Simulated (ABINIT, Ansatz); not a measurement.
# BaIBr (Pnma): one start, several treatments of the self-energy, part 2 of 2

How much does the gap of BaIBr (Pnma) depend on the approximation to the self-energy?

ABINIT 10.8.3; PBEsol and many-body steps on it, plane waves. Known limits of the many-body steps: not at the basis limit; no spin-orbit coupling; coarse k mesh.

So far. Step 5 (G0W0, von der Linden-Horsch plasmon pole): Against G0W0 in ABINIT (2×2×1 mesh, 199 bands, screening to 98 eV, Godby-Needs plasmon pole), the gap moves by +0.007 eV. Step 6 (G0W0, Hybertsen-Louie plasmon pole): Against G0W0 in ABINIT (2×2×1 mesh, 199 bands, screening to 98 eV, Godby-Needs plasmon pole), the gap moves by −0.007 eV.

## (7) One-shot Hartree-Fock

This step: one-shot Hartree-Fock on PBEsol, plane waves, norm-conserving pseudopotentials.

Contents of run.abi:

```
acell 3*1.0 Angstrom
rprim 
  8.814460390000 0.000000000000 0.000000000000
  0.000000000000 5.124291030000 0.000000000000
  0.000000000000 0.000000000000 10.191678390000
ntypat 3
znucl 56 53 35
natom 12
typat 1 1 1 1 2 2 2 2 3 3 3 3
xred 
  0.728824540000 0.250000000000 0.375137030000
  0.271175460000 0.750000000000 0.624862970000
  0.771175460000 0.750000000000 0.875137030000
  0.228824540000 0.250000000000 0.124862970000
  0.471610560000 0.250000000000 0.831776550000
  0.528389440000 0.750000000000 0.168223450000
  0.028389440000 0.750000000000 0.331776550000
  0.971610560000 0.250000000000 0.668223450000
  0.856471900000 0.250000000000 0.066685850000
  0.143528100000 0.750000000000 0.933314150000
  0.643528100000 0.750000000000 0.566685850000
  0.356471900000 0.250000000000 0.433314150000
pp_dirpath "pseudos"
pseudos "Ba.upf, I.upf, Br.upf"
ecut 31
ngkpt 2 2 1
nshiftk 1
shiftk 0 0 0
kptopt 1
chksymbreak 0
istwfk *1
occopt 1
irdwfk 1
optdriver 4
nband 52
gwcalctyp 5
ecutsigx 31
symsigma 1
nkptgw 1
kptgw 
  0.0000000000 0.0000000000 0.0000000000
bdgw 
  47 50
ixc_sigma 40
fftgw 31
indata_prefix "in"
outdata_prefix "out"
tmpdata_prefix "tmp"
```

The run is started by

```
OMP_NUM_THREADS=1 mpirun -n 8 abinit run.abi > log
```

Numbers of over 12 decimals in the logs are rounded to 6 here.

Log:

```text
.Version 10.8.3 of ABINIT. v10.8.2 released Aug 2026.

 Symmetries : space group Pn m a (# 62); Bravais oP (primitive ortho.)
[... echo of the input left out ...]
== DATASET  1 ==================================================================
-   mpi_nproc: 8, omp_nthreads: 1 (-1 if OMP is not activated)

--- !DatasetInfo
iteration_state: {dtset: 1, }
dimensions: {natom: 12, nkpt: 4, mband: 52, nsppol: 1, nspinor: 1, nspden: 1, mpw: 25646, }
cutoff_energies: {ecut:  31.0, pawecutdg:  -1.0, }
[...]
48   2.303 -11.707 -14.544   0.000   1.000   0.000 -14.544  -2.838  -0.535
       49   5.726  -8.190  -4.046   0.000   1.000   0.000  -4.046   4.143   9.869
       50   6.287  -8.025  -3.732   0.000   1.000   0.000  -3.732   4.294  10.581

== END DATASET(S) ==============================================================
================================================================================

 -outvars: echo values of variables after computation  --------
           etotal      0.0000000000E+00
            nband          52
             nkpt           4
          spgroup          62
 [... the other variables as echoed above ...]

 Calculation completed.
```

The job ended after 10 s (8 MPI ranks of Arm Neoverse N1, shared host; peak memory 3.1 GiB; 79 s of CPU time).

Numbers from this step:

```yaml
quasiparticle_gap_on_the_points_computed: 10.40 eV
starting_gap_on_the_mesh: 3.423 eV
k_of_the_valence_top: 0, 0, 0
k_of_the_conduction_bottom: 0, 0, 0
least_direct_quasiparticle_gap_on_the_computed_points: 10.40 eV
```

Against G0W0 in ABINIT (2×2×1 mesh, 199 bands, screening to 98 eV, Godby-Needs plasmon pole), the gap moves by +5.430 eV.

## (8) Screening, 2×2×1 mesh, 199 bands, screening to 98 eV

This step: RPA screening on PBEsol, plane waves, norm-conserving pseudopotentials.

run.abi, as its differences from that of step 7:

```diff
@@ -33,14 +33,14 @@
 irdwfk 1
-optdriver 4
-nband 52
-gwcalctyp 5
-ecutsigx 31
-symsigma 1
-nkptgw 1
-kptgw 
-  0.0000000000 0.0000000000 0.0000000000
-bdgw 
-  47 50
-ixc_sigma 40
-fftgw 31
+optdriver 3
+nband 199
+ecuteps 3.6
+inclvkb 2
+awtr 1
+symchi 1
+gwcalctyp 2
+nfreqre 16
+freqremax 40 eV
+nfreqim 8
+spmeth 1
+nomegasf 120
 indata_prefix "in"
@@ -48 +48,2 @@
 tmpdata_prefix "tmp"
+gwmem 10
```

Log:

```text
.Version 10.8.3 of ABINIT. v10.8.2 released Aug 2026.

 Symmetries : space group Pn m a (# 62); Bravais oP (primitive ortho.)
[... echo of the input left out ...]
== DATASET  1 ==================================================================
-   mpi_nproc: 8, omp_nthreads: 1 (-1 if OMP is not activated)

--- !DatasetInfo
iteration_state: {dtset: 1, }
dimensions: {natom: 12, nkpt: 4, mband: 199, nsppol: 1, nspinor: 1, nspden: 1, mpw: 25646, }
cutoff_energies: {ecut:  31.0, pawecutdg:  -1.0, }
electrons: {nelect:   9.60000000E+01, charge:   0.00000000E+00, occopt:   1.00000000E+00, tsmear:   1.00000000E-02, }

 SCREENING: Calculation of the susceptibility and dielectric matrices

 Based on a program developped by R.W. Godby, V. Olevano, G. Onida, and L. Reining.
 Incorporated in ABINIT by V. Olevano, G.-M. Rignanese, and M. Torrent.
.Using double precision arithmetic ; gwpc =  8

[... cell and pseudopotentials left out ...]
--------------------------------------------------------------------------------

 ==== K-mesh for the wavefunctions ====
 Number of points in the irreducible wedge :     4
[... list of points left out ...]
 Together with  8 symmetry operations and time-reversal symmetry
 yields     4 points in the full Brillouin Zone.

 ==== Q-mesh for the screening function ====
 Number of points in the irreducible wedge :     4
[... list of points left out ...]
 Together with  8 symmetry operations and time-reversal symmetry
 yields     4 points in the full Brillouin Zone.

 setmesh: FFT mesh size selected  =    60x   36x   72
          total number of points  =       155520

 vcoul_init : cutoff-mode = AUXILIARY_FUNCTION
 q-points for optical limit:   1
     1)      0.000010    0.000020    0.000030

- screening: taking advantage of time-reversal symmetry
- Maximum band index for partially occupied states nbvw = 48
- Remaining bands to be divided among processors   nbcw = 151
- Number of bands treated by each node ~18

 Number of electrons calculated from density =   96.0000; Expected =   96.0000
 average of density, n =  0.030903
 r_s =    1.9768
 omega_plasma =   16.9572 [eV]

 calculating chi0 at frequencies [eV] :
  1    0.000000E+00    0.000000E+00
  2    2.666667E+00    0.000000E+00
  3    5.333333E+00    0.000000E+00
[...]
23    0.000000E+00    4.318715E+01
 24    0.000000E+00    6.080798E+01

--------------------------------------------------------------------------------
  q-point number  1        q = ( 0.000000, 0.000000, 0.000000) [r.l.u.]
--------------------------------------------------------------------------------
[... chi0 elements left out ...]
  [... further frequencies ...]

 No. of calculated frequencies >  15, stop printing
 For q-point:  0.000010 0.000020 0.000030
  dielectric constant =   4.0923
  dielectric constant without local fields =   4.8396

  Average fulfillment of the sum rule on Im[epsilon] for q-point    1 :     71.34  [%]
[... wings left out ...]
  q-point number  2        q = ( 0.500000, 0.000000, 0.000000) [r.l.u.]
--------------------------------------------------------------------------------
[... chi0 elements left out ...]
  [... further frequencies ...]

 No. of calculated frequencies >  15, stop printing
  Average fulfillment of the sum rule on Im[epsilon] for q-point    2 :     79.68  [%]

 [... 2 further q-points ...]
```

It took 12 min on 8 MPI ranks; peak memory 16 GiB.

Numbers from this step:

| Item | Value |
| --- | --- |
| ε∞ with local fields, on this mesh, along the program's q direction | 4.092 |
| the same without local fields | 4.840 |
| plasma frequency | 16.96 eV |
| plane waves in the screening matrix | 999 |

## (9) G0W0, contour deformation

This step: G0W0 on PBEsol, plane waves, norm-conserving pseudopotentials.

run.abi, as its differences from that of step 8:

```diff
@@ -33,14 +33,15 @@
 irdwfk 1
-optdriver 3
+optdriver 4
 nband 199
+gwcalctyp 2
+ecutsigx 31
+symsigma 1
+nkptgw 1
+kptgw 
+  0.0000000000 0.0000000000 0.0000000000
+bdgw 
+  47 50
 ecuteps 3.6
-inclvkb 2
-awtr 1
-symchi 1
-gwcalctyp 2
-nfreqre 16
-freqremax 40 eV
-nfreqim 8
-spmeth 1
-nomegasf 120
+irdscr 1
+gwmem 01
 indata_prefix "in"
@@ -48,2 +49 @@
 tmpdata_prefix "tmp"
-gwmem 10
```

Log:

```text
.Version 10.8.3 of ABINIT. v10.8.2 released Aug 2026.

 Symmetries : space group Pn m a (# 62); Bravais oP (primitive ortho.)
[... echo of the input left out ...]
== DATASET  1 ==================================================================
-   mpi_nproc: 8, omp_nthreads: 1 (-1 if OMP is not activated)

--- !DatasetInfo
iteration_state: {dtset: 1, }
dimensions: {natom: 12, nkpt: 4, mband: 199, nsppol: 1, nspinor: 1, nspden: 1, mpw: 25646, }
cutoff_energies: {ecut:  31.0, pawecutdg:  -1.0, }
[...]
48   2.303 -11.707 -14.544   2.365   0.798  -0.254 -12.084  -0.377   1.925
[...]
50   6.287  -8.025  -3.732  -2.892   0.835  -0.197  -6.854   1.171   7.458
       50   0.000   0.000   0.000   0.000   0.000   0.000   0.000   0.000   0.000

== END DATASET(S) ==============================================================
================================================================================

 -outvars: echo values of variables after computation  --------
           etotal      0.0000000000E+00
            nband         199
             nkpt           4
          spgroup          62
 [... the other variables as echoed above ...]

 Calculation completed.
```

The job ended after 39 s (8 MPI ranks; peak memory 6.1 GiB).

Numbers from this step:

- G0W0 gap on the points computed: 4.953 eV
- starting gap on the mesh: 3.423 eV
- k of the valence top: 0, 0, 0
- k of the conduction bottom: 0, 0, 0
- least direct G0W0 gap on the computed points: 4.953 eV

Against G0W0 in ABINIT (2×2×1 mesh, 199 bands, screening to 98 eV, Godby-Needs plasmon pole), the gap moves by −0.021 eV.

## (10) Side by side

Times are wall times on 8 MPI ranks of Arm Neoverse N1, shared host, good to a factor of about two. A run's time includes the screening step that it read.

| run | mesh | bands | screening cutoff (eV) | DFT gap (eV) | gap on the mesh (eV) | direct (eV) | ε∞ used | time |
| --- | --- | --- | --- | --- | --- | --- | --- | --- |
| G0W0, Godby-Needs plasmon pole | 2×2×1 | 199 | 98 | 3.423 | 4.974 | 4.974 | 4.09 | 7.3 min |
| G0W0, von der Linden-Horsch plasmon pole | 2×2×1 | 199 | 98 | 3.423 | 4.981 | 4.981 | 4.09 | 9.3 min |
| G0W0, Hybertsen-Louie plasmon pole | 2×2×1 | 199 | 98 | 3.423 | 4.967 | 4.967 | 4.09 | 7.4 min |
| one-shot Hartree-Fock | 2×2×1 | - | - | 3.423 | 10.404 | 10.404 | - | 10 s |
| G0W0, contour deformation | 2×2×1 | 199 | 98 | 3.423 | 4.953 | 4.953 | 4.09 | 12 min |

## (11) Results

```
G0W0, Godby-Needs plasmon pole           : 4.974 eV
G0W0, von der Linden-Horsch plasmon pole : 4.981 eV
G0W0, Hybertsen-Louie plasmon pole       : 4.967 eV
one-shot Hartree-Fock                    : 10.404 eV
G0W0, contour deformation                : 4.953 eV
known limits                             : not at the basis limit; no spin-orbit coupling; coarse k mesh
```

In words: G0W0, von der Linden-Horsch plasmon pole: +0.007 eV against G0W0, Godby-Needs plasmon pole. G0W0, Hybertsen-Louie plasmon pole: −0.007 eV against G0W0, Godby-Needs plasmon pole. One-shot Hartree-Fock: +5.430 eV against G0W0, Godby-Needs plasmon pole. G0W0, contour deformation: −0.021 eV against G0W0, Godby-Needs plasmon pole. Bare exchange alone opens the gap to 10.40 eV; against G0W0, correlation takes back 5.43 eV. Bands and cutoff are finite, so the gap is not at the basis limit. The miss can reach some tenths of an eV and take either sign; the mesh is an error of its own. In the G0W0 runs levels were corrected at 1 k point alone, so a gap called «on the mesh» is the least over those, and an edge elsewhere would be missed. The 2×2×1 mesh is coarse for this cell, which bears on the long-range parts of exchange and screening. The many-body steps are scalar-relativistic: spin-orbit coupling is not in them.

[Paths, hosts, dates, memory and timing lines, banners, echoed tables and standing remarks are left out of the program output.]

[Logs are printed without paths, hosts, clocks, repeated set-up lines and the standing remarks that a program may print on its own settings, such as how far it seeks lower states.]

[Runs of the session that timed out or met a known fault of the program may be left out.]

[Hosts, paths, dates, database ids (printed as entryN), source tags and the programs' standing remarks are cut or masked in the printed files.]

[G0W0 gaps are taken among the corrected bands and points alone; a level outside them can change the order at an edge.]

[Where Ansatz stands beside ABINIT at settings called matched, ABINIT's density can come from a denser mesh and the files from another edition; pairs whose starting gaps differed by over 0.03 eV were left out, so agreement reads better than it is.]
